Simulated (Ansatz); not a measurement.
# A hypothetical structure for Rb2Na

Starting from a made-up structure for Rb2Na, the aim is the relaxed cell, its shortest contacts and, where a second run follows, its electronic structure.

Main program and level: Ansatz 0.2.0; DFT, PBE, plane-wave PAW, files of the set soft_1, scalar-relativistic, no spin, cell and ions relaxed at zero pressure; PAW set soft_1, in the first sound run; inputs show where later runs differ.

### Step 1. Set-up

It takes space group C2/m (No. 12, monoclinic). Conventional cell: a = 7.828 Å, b = 4.633 Å, c = 11.959 Å, α = 90.00°, β = 102.98°, γ = 90.00°. Nearest to Rb lie 9 Rb at 4.55 to 4.83 Å and 3 Na at 4.62 to 4.67 Å. Na has 6 Na at 4.55 to 4.63 Å and 6 Rb at 4.62 to 4.67 Å nearest. Farther neighbours are not listed.

Coordinates:

```cif
data_structure
_symmetry_space_group_name_H-M 'C2/m'
_symmetry_Int_Tables_number 12
_cell_length_a 7.8280
_cell_length_b 4.6330
_cell_length_c 11.9590
_cell_angle_alpha 90.000
_cell_angle_beta 102.980
_cell_angle_gamma 90.000
_cell_volume 422.64
loop_
_atom_site_label
_atom_site_type_symbol
_atom_site_symmetry_multiplicity
_atom_site_Wyckoff_symbol
_atom_site_fract_x
_atom_site_fract_y
_atom_site_fract_z
_atom_site_occupancy
Rb1 Rb 4 i 0.78310 0.00000 0.32910 1
Na1 Na 2 a 0.00000 0.00000 0.00000 1
```

### Step 2. Relaxing cell and atoms

The guessed cell has no reason to be at equilibrium. It is relaxed with the atoms, within the space group of the guess.

The input, input.yaml:

```yaml
crystal:
  lattice:
    - [3.914, -2.3165, 0.0]
    - [3.914, 2.3165, 0.0]
    - [-2.686122008, 0.0, 11.653429948]
  atoms:
    - { symbol: Rb, position: [0.7831, 0.7831, 0.3291] }
    - { symbol: Rb, position: [0.2169, 0.2169, 0.6709] }
    - { symbol: Na, position: [0.0, 0.0, 0.0] }
kpoints:
  mp_grid: { grid: [7, 7, 3] }
scf:
  occupations: { method: fermi_dirac, width: 0.05 }
hamiltonian:
  xc: pbe
  pseudopotentials: { kind: paw, azcp: { folder: soft_1 } }
relax:
  f_tol: 0.015
  max_steps: 70
  cell: {}
output:
  forces: true
  stress: true
```

Command:

```console
$ ansatz run input.yaml --threads 4 --pin off --max-ram 8192MiB --backend cpu --events-out ev --progress --plain --runs-dir out
```

Numbers of over 12 decimals in the logs are rounded to 6 here.

What it wrote:

```text
Engine: ansatz 0.2.0, aarch64-unknown-linux-gnu
Pseudopotentials: kind: paw
Pseudopotential: Rb, paw, valence charge 9, recommended cutoff 420 eV (normal), soft_1/Rb.paw.azcp
Pseudopotential: Na, paw, valence charge 9, recommended cutoff 420 eV (normal), soft_1/Na.paw.azcp
Functional definition: PBE
  parameter kappa = 0.804
  parameter beta = 0.066725
  exchange = pbe_x(kappa = kappa, mu = beta*pi^2/3)
  correlation = pbe_c(beta = beta)
Crystal: 3 atoms, lattice volume = 211.318 Å³
Basis set: ecut = 420 eV, 4155 PW (Γ), exchange–correlation on 64×64×160 points (8 copies of the dense FFT grid, shifted against one another)
Bands: 18, of which v1, the nominal top of the filled ones, is band 14 counted from 1 (13 counted from 0)
Symmetry: 4 space group operations
Space group: C2/m (ITA 12), of the structure as read, at distance tolerance 6.0e-5 Å
k-points: 44 of 147
Non-local potential: Rb, projectors of the file, l = 0: 3, l = 1: 2, l = 2: 2
Non-local potential: Na, projectors of the file, l = 0: 3, l = 1: 2, l = 2: 1
PAW form: soft (Blöchl's): semilocal exchange-correlation on the pseudo side does not see the compensation charge
PAW one-centre angular grid: Rb, 110 points (default); XC on 64 Gauss nodes
PAW one-centre angular grid: Na, 110 points (default); XC on 64 Gauss nodes
Initial density: superposition of atomic densities (chi_scale 0.1, normalization cell, long waves kept (reshape's long-wave potential 0.07 eV rms))
Initial wavefunctions: pseudopotential atomic-orbital guess
Functional: x = pbe(κ = 0.804, μ = 0.219515), c = pbe(β = 0.066725)
SCF iter   1: F=—  HF=-8020.950339 eV  |F-HF|=—  |Δ(HF+E_count)|=         —  Δρ=5.06e-3  dr2=1.37e-1  ethr=3.10e-3  ⟨swp⟩=7.5  Hψ=4219  notcnv=0
preconditioner: auto → Kerker (q_TF=auto, 1.936 Å⁻¹)  [metal: Δε(μ)=0.034 eV  Ē_g=2.286 eV  σ=0.050 eV  W_gap=0.17  n_scr=30 (ndim 8)  ℏωp=4.4 eV  f_vac=0.000  D(μ)=2.15/eV (n_scr^D=4)]
SCF iter   2: F=—  HF=-8020.930360 eV  |F-HF|=—  |Δ(HF+E_count)|=   2.00e-2  Δρ=2.62e-3  dr2=8.16e-2  ethr=5.06e-4  ⟨swp⟩=1.5  Hψ=1198  notcnv=0
SCF iter   3: F=—  HF=-8020.917027 eV  |F-HF|=—  |Δ(HF+E_count)|=   1.33e-2  Δρ=9.74e-4  dr2=8.42e-3  ethr=3.02e-4  ⟨swp⟩=2.2  Hψ=972  notcnv=0
SCF iter   4: F=—  HF=-8020.916281 eV  |F-HF|=—  |Δ(HF+E_count)|=   7.45e-4  Δρ=3.58e-4  dr2=2.50e-4  ethr=3.12e-5  ⟨swp⟩=2.3  Hψ=1307  notcnv=0
SCF iter   5: F=—  HF=-8020.916288 eV  |F-HF|=—  |Δ(HF+E_count)|=   6.51e-6  Δρ=8.79e-5  dr2=4.02e-5  ethr=9.26e-7  ⟨swp⟩=2.3  Hψ=1415  notcnv=0
SCF iter   6: F=—  HF=-8020.916356 eV  |F-HF|=—  |Δ(HF+E_count)|=   6.84e-5  Δρ=2.34e-5  dr2=1.18e-5  ethr=1.49e-7  ⟨swp⟩=2.1  Hψ=1251  notcnv=0
SCF iter   7: F=—  HF=-8020.916356 eV  |F-HF|=—  |Δ(HF+E_count)|=   5.47e-7  Δρ=9.31e-6  dr2=1.59e-6  ethr=4.38e-8  ⟨swp⟩=1.8  Hψ=837  notcnv=0
SCF iter   8: F=—  HF=-8020.916356 eV  |F-HF|=—  |Δ(HF+E_count)|=   2.48e-7  Δρ=2.86e-6  dr2=1.39e-7  ethr=5.89e-9  ⟨swp⟩=1.8  Hψ=854  notcnv=0
SCF iter   9: F=-8020.916356 eV  HF=-8020.916356 eV  |F-HF|=1.48e-9  |Δ(HF+E_count)|=  9.81e-10  Δρ=1.09e-6  dr2=5.18e-9  ethr=3.70e-10  ⟨swp⟩=5.0  Hψ=2878  notcnv=0
SCF 1 converged in 9 iterations: F = -8020.916356 eV  dr2 = 5.18e-9
  greatest PAW one-centre occupation: 0.999 electrons in one spin orbital (limit 2), on the Na atom at site 2 (counted from 0), in its partial waves of l = 0
relax step   1: F+E_penalty+E_count = -8020.91635563 eV  Δ(F+E_penalty+E_count) = +0.000e0 eV  max|allowed force component| = 1.451e-1 eV/Å  Δτ_max = 0.0000 Å  P = +0.121 GPa  Ω = 211.318 Å³  (9 SCF iters, dr2 threshold 1.00e-7 eV, accepted)
Crystal: 3 atoms, lattice volume = 212.261 Å³
Basis set: ecut = 420 eV, 4191 PW (Γ), exchange–correlation on 64×64×160 points (8 copies of the dense FFT grid, shifted against one another)
Initial density: handed on by an earlier stage of this run
Initial wavefunctions: those handed on with the density
iter 1 solved again at ethr=3.12e-6 eV; its pass at ethr=3.10e-3 eV (dr2=8.43e-4 eV) is discarded
SCF iter   1: F=—  HF=-8020.928388 eV  |F-HF|=—  |Δ(HF+E_count)|=         —  Δρ=1.24e-4  dr2=4.64e-4  ethr=3.12e-6  ⟨swp⟩=3.4  Hψ=5567  notcnv=0
preconditioner: auto → Kerker (q_TF=auto, 1.935 Å⁻¹)  [metal: Δε(μ)=0.015 eV  Ē_g=2.304 eV  σ=0.050 eV  W_gap=0.08  n_scr=30 (ndim 8)  ℏωp=4.4 eV  f_vac=0.000  D(μ)=2.29/eV (n_scr^D=4)]
SCF iter   2: F=—  HF=-8020.928371 eV  |F-HF|=—  |Δ(HF+E_count)|=   1.64e-5  Δρ=8.98e-5  dr2=2.83e-4  ethr=1.72e-6  ⟨swp⟩=1.0  Hψ=792  notcnv=0
SCF iter   3: F=—  HF=-8020.928405 eV  |F-HF|=—  |Δ(HF+E_count)|=   3.42e-5  Δρ=3.53e-5  dr2=5.35e-5  ethr=1.05e-6  ⟨swp⟩=1.0  Hψ=792  notcnv=0
SCF iter   4: F=—  HF=-8020.928398 eV  |F-HF|=—  |Δ(HF+E_count)|=   7.72e-6  Δρ=1.37e-5  dr2=8.49e-7  ethr=1.98e-7  ⟨swp⟩=1.1  Hψ=798  notcnv=0
SCF iter   5: F=-8020.928398 eV  HF=-8020.928398 eV  |F-HF|=3.11e-8  |Δ(HF+E_count)|=   4.62e-8  Δρ=5.77e-6  dr2=8.21e-8  ethr=1.11e-9  ⟨swp⟩=5.0  Hψ=3057  notcnv=0
SCF 2 converged in 5 iterations: F = -8020.928398 eV  dr2 = 8.21e-8
relax step   2: F+E_penalty+E_count = -8020.92839768 eV  Δ(F+E_penalty+E_count) = -1.204e-2 eV  max|allowed force component| = 1.155e-1 eV/Å  Δτ_max = 0.0385 Å  P = +0.091 GPa  Ω = 212.261 Å³  energy of the carried Pulay correction = -6.731e-6 eV  (5 SCF iters, dr2 threshold 3.00e-7 eV, accepted)
Crystal: 3 atoms, lattice volume = 215.558 Å³
Basis set: ecut = 420 eV, 4243 PW (Γ), exchange–correlation on 64×64×160 points (8 copies of the dense FFT grid, shifted against one another)
iter 1 solved again at ethr=4.99e-5 eV; its pass at ethr=3.10e-3 eV (dr2=1.35e-2 eV) is discarded
SCF iter   1: F=—  HF=-8020.956663 eV  |F-HF|=—  |Δ(HF+E_count)|=         —  Δρ=5.86e-4  dr2=1.33e-2  ethr=4.99e-5  ⟨swp⟩=2.0  Hψ=5777  notcnv=0
preconditioner: auto → Kerker (q_TF=auto, 1.930 Å⁻¹)  [metal: Δε(μ)=0.037 eV  Ē_g=2.328 eV  σ=0.050 eV  W_gap=0.18  n_scr=30 (ndim 8)  ℏωp=4.4 eV  f_vac=0.000  D(μ)=3.13/eV (n_scr^D=16)]
SCF iter   2: F=—  HF=-8020.956127 eV  |F-HF|=—  |Δ(HF+E_count)|=   5.36e-4  Δρ=4.29e-4  dr2=7.75e-3  ethr=4.92e-5  ⟨swp⟩=1.0  Hψ=793  notcnv=0
SCF iter   3: F=—  HF=-8020.955369 eV  |F-HF|=—  |Δ(HF+E_count)|=   7.58e-4  Δρ=1.52e-4  dr2=1.01e-3  ethr=2.87e-5  ⟨swp⟩=1.0  Hψ=793  notcnv=0
SCF iter   4: F=—  HF=-8020.955220 eV  |F-HF|=—  |Δ(HF+E_count)|=   1.49e-4  Δρ=4.05e-5  dr2=5.27e-6  ethr=3.73e-6  ⟨swp⟩=1.5  Hψ=917  notcnv=0
SCF iter   5: F=—  HF=-8020.955276 eV  |F-HF|=—  |Δ(HF+E_count)|=   5.61e-5  Δρ=1.84e-5  dr2=1.07e-6  ethr=1.95e-8  ⟨swp⟩=2.1  Hψ=1363  notcnv=0
[...]
relax step  17: F+E_penalty+E_count = -8021.02731767 eV  Δ(F+E_penalty+E_count) = +6.154e-4 eV  max|allowed force component| = 4.887e-3 eV/Å  Δτ_max = 0.1069 Å  P = -0.016 GPa  Ω = 207.134 Å³  energy of the carried Pulay correction = +3.022e-5 eV  (8 SCF iters, dr2 threshold 8.21e-9 eV, rejected (line search))
relax step  18: F+E_penalty+E_count = -8021.02871769 eV  Δ(F+E_penalty+E_count) = -7.846e-4 eV  max|allowed force component| = 4.133e-3 eV/Å  Δτ_max = 0.0146 Å  P = -0.025 GPa  Ω = 211.546 Å³  energy of the carried Pulay correction = -1.625e-6 eV  (10 SCF iters, accepted)
relax step  19: F+E_penalty+E_count = -8021.02972134 eV  Δ(F+E_penalty+E_count) = -1.004e-3 eV  max|allowed force component| = 4.771e-4 eV/Å  Δτ_max = 0.0397 Å  P = -0.015 GPa  Ω = 210.098 Å³  energy of the carried Pulay correction = +8.754e-6 eV  (7 SCF iters, dr2 threshold 1.05e-8 eV, accepted)
relax step  20: F+E_penalty+E_count = -8021.02987178 eV  Δ(F+E_penalty+E_count) = -1.504e-4 eV  max|allowed force component| = 8.523e-4 eV/Å  Δτ_max = 0.0124 Å  P = -0.001 GPa  Ω = 208.961 Å³  energy of the carried Pulay correction = +1.695e-5 eV  (8 SCF iters, accepted)
relax step  21: F+E_penalty+E_count = -8021.04826382 eV  Δ(F+E_penalty+E_count) = -1.839e-2 eV  max|allowed force component| = 8.468e-4 eV/Å  Δτ_max = 0.0000 Å  P = +0.116 GPa  Ω = 208.961 Å³  stress off target by 3.23e-1 GPa  SCF on the basis re-selected at this cell (its energy is not comparable with the rows above)  (8 SCF iters)
relax step  22: F+E_penalty+E_count = -8021.05849063 eV  Δ(F+E_penalty+E_count) = -1.023e-2 eV  max|allowed force component| = 4.226e-3 eV/Å  Δτ_max = 0.0626 Å  P = +0.154 GPa  Ω = 206.999 Å³  energy of the carried Pulay correction = +1.082e-5 eV  (6 SCF iters, dr2 threshold 2.60e-7 eV, accepted)
relax step  23: F+E_penalty+E_count = -8021.06419878 eV  Δ(F+E_penalty+E_count) = -5.708e-3 eV  max|allowed force component| = 5.193e-3 eV/Å  Δτ_max = 0.0129 Å  P = +0.131 GPa  Ω = 208.259 Å³  energy of the carried Pulay correction = +2.452e-6 eV  (4 SCF iters, dr2 threshold 2.45e-7 eV, accepted)
relax step  24: F+E_penalty+E_count = -8021.07008281 eV  Δ(F+E_penalty+E_count) = -5.884e-3 eV  max|allowed force component| = 1.491e-3 eV/Å  Δτ_max = 0.0303 Å  P = +0.014 GPa  Ω = 214.688 Å³  energy of the carried Pulay correction = -3.614e-5 eV  (6 SCF iters, dr2 threshold 1.13e-7 eV, accepted)
relax step  25: F+E_penalty+E_count = -8021.07184490 eV  Δ(F+E_penalty+E_count) = -1.762e-3 eV  max|allowed force component| = 7.763e-4 eV/Å  Δτ_max = 0.0166 Å  P = -0.026 GPa  Ω = 216.994 Å³  energy of the carried Pulay correction = -4.973e-5 eV  (6 SCF iters, dr2 threshold 2.27e-8 eV, accepted)
relax step  26: F+E_penalty+E_count = -8021.07247844 eV  Δ(F+E_penalty+E_count) = -6.335e-4 eV  max|allowed force component| = 8.025e-4 eV/Å  Δτ_max = 0.0112 Å  P = -0.028 GPa  Ω = 217.074 Å³  energy of the carried Pulay correction = -5.025e-5 eV  (5 SCF iters, dr2 threshold 1.82e-8 eV, accepted)
relax step  27: F+E_penalty+E_count = -8021.07282084 eV  Δ(F+E_penalty+E_count) = -3.424e-4 eV  max|allowed force component| = 2.672e-4 eV/Å  Δτ_max = 0.0044 Å  P = -0.004 GPa  Ω = 215.606 Å³  energy of the carried Pulay correction = -4.181e-5 eV  (6 SCF iters, dr2 threshold 6.77e-9 eV, accepted)
relax step  28: F+E_penalty+E_count = -8021.07286018 eV  Δ(F+E_penalty+E_count) = -3.934e-5 eV  max|allowed force component| = 5.622e-5 eV/Å  Δτ_max = 0.0029 Å  P = +0.003 GPa  Ω = 215.149 Å³  energy of the carried Pulay correction = -3.917e-5 eV  (8 SCF iters, accepted)
iter 1 solved again at ethr=3.35e-7 eV; its pass at ethr=3.10e-3 eV (dr2=9.05e-5 eV) is discarded
SCF iter   1: F=—  HF=-8021.071870 eV  |F-HF|=—  |Δ(HF+E_count)|=         —  Δρ=1.29e-4  dr2=1.99e-6  ethr=3.35e-7  ⟨swp⟩=3.8  Hψ=6803  notcnv=0
preconditioner: auto → Kerker (q_TF=auto, 1.930 Å⁻¹)  [metal: Δε(μ)=0.025 eV  Ē_g=2.302 eV  σ=0.050 eV  W_gap=0.12  n_scr=24 (ndim 8)  ℏωp=4.4 eV  f_vac=0.000  D(μ)=2.41/eV (n_scr^D=12)]
SCF iter   2: F=—  HF=-8021.072707 eV  |F-HF|=—  |Δ(HF+E_count)|=   8.36e-4  Δρ=6.50e-5  dr2=2.37e-7  ethr=7.38e-9  ⟨swp⟩=2.0  Hψ=1235  notcnv=0
SCF iter   3: F=—  HF=-8021.072914 eV  |F-HF|=—  |Δ(HF+E_count)|=   2.08e-4  Δρ=1.15e-5  dr2=4.23e-8  ethr=8.76e-10  ⟨swp⟩=2.0  Hψ=1415  notcnv=0
SCF iter   4: F=—  HF=-8021.072920 eV  |F-HF|=—  |Δ(HF+E_count)|=   6.10e-6  Δρ=1.90e-6  dr2=2.31e-8  ethr=1.57e-10  ⟨swp⟩=2.0  Hψ=1209  notcnv=0
SCF iter   5: F=—  HF=-8021.072921 eV  |F-HF|=—  |Δ(HF+E_count)|=   1.06e-7  Δρ=7.30e-7  dr2=7.65e-9  ethr=8.57e-11  ⟨swp⟩=1.9  Hψ=839  notcnv=0
SCF iter   6: F=—  HF=-8021.072921 eV  |F-HF|=—  |Δ(HF+E_count)|=   1.00e-9  Δρ=2.98e-7  dr2=7.94e-10  ethr=2.83e-11  ⟨swp⟩=1.4  Hψ=810  notcnv=0
SCF iter   7: F=—  HF=-8021.072921 eV  |F-HF|=—  |Δ(HF+E_count)|=  1.14e-10  Δρ=1.87e-7  dr2=3.63e-10  ethr=2.94e-12  ⟨swp⟩=1.1  Hψ=796  notcnv=0
SCF iter   8: F=—  HF=-8021.072921 eV  |F-HF|=—  |Δ(HF+E_count)|=  3.00e-11  Δρ=9.81e-8  dr2=1.03e-10  ethr=1.35e-12  ⟨swp⟩=1.2  Hψ=803  notcnv=0
SCF iter   9: F=-8021.072921 eV  HF=-8021.072921 eV  |F-HF|=4.55e-12  |Δ(HF+E_count)|=  9.09e-13  Δρ=3.28e-8  dr2=6.39e-12  ethr=1.00e-12  ⟨swp⟩=6.6  Hψ=3721  notcnv=0
SCF 29 converged in 9 iterations: F = -8021.072921 eV  dr2 = 6.39e-12
relax step  29: F+E_penalty+E_count = -8021.07292056 eV  Δ(F+E_penalty+E_count) = -6.038e-5 eV  max|allowed force component| = 5.685e-5 eV/Å  Δτ_max = 0.0000 Å  P = +0.004 GPa  Ω = 215.149 Å³  stress off target by 7.03e-3 GPa  SCF on the basis re-selected at this cell (its energy is not comparable with the rows above)  (9 SCF iters)
basis re-selected at this cell: Δ(F+E_penalty+E_count) = -6.038e-5 eV, ΔP = +0.001 GPa vs the last step (what re-selecting the basis moved, of the pressure what is left beyond the Pulay correction that the steps carried, after the strain that the cell walked since its last selection, with what the two solves' SCF thresholds leave and, on support functions, any second-order correction that the steps lacked; it is no m [...]
SCF converged after 9 iterations
Free energy (F): -8021.072921 eV
Harris-Foulkes:  -8021.072921 eV  (|F-HF|=4.55e-12)
Internal energy: -8021.053526 eV  (E = F + TS)
E sigma→0 (E₀):  -8021.063223 eV
Entropy (-TS):   -0.019395 eV (-6.465 meV/atom)
Fermi energy:    1.934697 eV
--- Per-component energies (eV) ---
  E_band       = -477.650370
  E_kinetic    = 471.283289
  E_local      = -3147.807242  (includes V_loc(G=0)·N_el)
  E_nonlocal   = 653.984492
  E_hartree    = 1013.142670
  E_xc         = -281.757788
  E_vxc        = -301.571777  (∫ρ·V_xc dr)
  E_paw        = -5538.282177  (= ΣΔE_a)
  E_vpaw       = -179.824484  (= ΣTr[D̂ρ^β])
  E_aug_tail   = -0.000015  (compensation charges beyond the density's cutoff)
  E_ewald      = -1191.616754
  E_smearing   = -0.019395  (= −TS)
  E_closure    = -0.000000  (closes the sum)
  Σ components = -8021.072921   (vs F -8021.072921, Δ=0.00e0)
--- Forces (eV/Å), atoms counted from 1 ---
  atom   1  Rb     0.00005685    -0.00000000     0.00002060
  atom   2  Rb    -0.00005685     0.00000000    -0.00002060
  atom   3  Na    -0.00000000     0.00000000    -0.00000000
  max |Σ_I F_I| component: 6.78e-21 eV/Å
--- Stress (GPa, compression-positive) ---
        0.006104       0.000000      -0.001035
        0.000000       0.007035       0.000000
       -0.001035       0.000000      -0.000121
  P = ⅓ Tr σ = 0.0043 GPa (0.043 kbar)
--- Relaxed structure (27 steps of the walk, 25 accepted, 2 SCFs on fresh bases) ---
  F+E_penalty+E_count = -8021.07292056 eV   max|allowed force component| = 5.685e-5 eV/Å   (the final SCF, on the basis selected at the relaxed cell)
  cell:  # Å, volume = 215.1494 Å³
    - [3.338450, -3.350578, -0.172266]
    - [3.338450, 3.350578, -0.172266]
    - [-2.804030, -4.200225395164413e-16, 9.761817]
  atoms:
    - { symbol: Rb, position: [0.645511, 0.645511, 0.291985] }
    - { symbol: Rb, position: [0.354489, 0.354489, 0.708015] }
    - { symbol: Na, position: [-1.7889315651387175e-19, -1.7889315651387175e-19, 1.0931867770733931e-18] }
```

Elapsed: 41 s, on 4 threads of Arm Neoverse V2, shared host; peak memory 0.55 GiB; 2.6 min of CPU time.

The steps of the relaxation (22 of 29):

```
step  energy less that of the first step (eV)  largest force component (eV/Å)  pressure (GPa)  volume (Å³)
   1                                   0.0000                          0.1451            0.12       211.32
   2                                  -0.0120                          0.1155            0.09       212.26
   4                                  -0.0414                          0.0018            0.01       216.64
   5                                  -0.0481                          0.0252            0.00       217.82
   6                                  -0.0568                          0.0229            0.02       219.01
   8                                  -0.0646                          0.0141            0.00       219.45
   9                                  -0.0720                          0.0190           -0.01       219.45
  10                                  -0.0814                          0.0225           -0.02       218.68
  12                                  -0.1010                          0.0148           -0.01       215.23
  13                                  -0.1070                          0.0030            0.00       212.92
  14                                  -0.1085                          0.0181            0.02       209.96
  16                                  -0.1116                          0.0040            0.01       210.45
  17                                  -0.1110                          0.0049           -0.02       207.13
  18                                  -0.1124                          0.0041           -0.02       211.55
  20                                  -0.1135                          0.0009            0.00       208.96
 21*                                  -0.1319                          0.0008            0.12       208.96
  22                                  -0.1421                          0.0042            0.15       207.00
  24                                  -0.1537                          0.0015            0.01       214.69
  25                                  -0.1555                          0.0008           -0.03       216.99
  26                                  -0.1561                          0.0008           -0.03       217.07
  28                                  -0.1565                          0.0001            0.00       215.15
 29*                                  -0.1566                          0.0001            0.00       215.15
```

Relaxation steps marked * repeat the geometry before them on a plane-wave basis chosen anew for their cell, so energy and pressure can jump there. Other such steps can lie between the rows shown. Relaxation steps 7, 17 were tried and not accepted.

The run keeps the 4 symmetry operations that it works with, so distortions that break them were not tested.

```csv
cell as run,before,after,change
a (Å),4.548,4.733,+4.1 %
b (Å),4.548,4.733,+4.1 %
c (Å),11.959,10.157,-15.1 %
α (°),101.15,103.28,+2.1 %
β (°),101.15,103.28,+2.1 %
γ (°),61.24,90.13,+47.2 %
volume (Å³/atom),70.44,71.72,+1.8 %
```

The atoms that moved most (Å, as changes of fractional coordinates times the final cell):

```
atom      dx     dy      dz  length
 Rb1  -0.815  0.000  -0.315   0.873
 Rb2   0.815  0.000   0.315   0.873
```

The relaxed structure:

```cif
data_structure
_symmetry_space_group_name_H-M 'P 1'
_symmetry_Int_Tables_number 1
_cell_length_a 4.7330
_cell_length_b 4.7330
_cell_length_c 10.1566
_cell_angle_alpha 103.280
_cell_angle_beta 103.280
_cell_angle_gamma 90.132
_cell_volume 215.15
loop_
_atom_site_label
_atom_site_type_symbol
_atom_site_fract_x
_atom_site_fract_y
_atom_site_fract_z
_atom_site_occupancy
Rb1 Rb 0.64551 0.64551 0.29198 1
Rb2 Rb 0.35449 0.35449 0.70802 1
Na3 Na 0.00000 0.00000 0.00000 1
```

Numbers from this step:

```
free energy             : -8021.0729 eV
energy at zero smearing : -8021.0632 eV
smearing term TS        : 0.01939 eV
Fermi energy            : 1.935 eV
electrons               : 27
symmetry operations     : 4
pressure                : 0.004339 GPa
```

Shortest distances by pair of elements, guess and relaxed (not always the same contact):

```
 pair  guess (Å)  relaxed (Å)
Na–Rb      4.623        4.357
Rb–Rb      4.548        4.733
Na–Na      4.548        4.733
```

The relaxation ends with a largest force component of 5.7e-5 eV/Å and a pressure of 0.00 GPa.

(Continued in part 2 of 2.)

[Logs are printed without paths, hosts, clocks, repeated set-up lines and the standing remarks that a program may print on its own settings, such as how far it seeks lower states.]

[Hosts, paths, dates, database ids (printed as entryN), source tags and the programs' standing remarks are cut or masked in the printed files.]
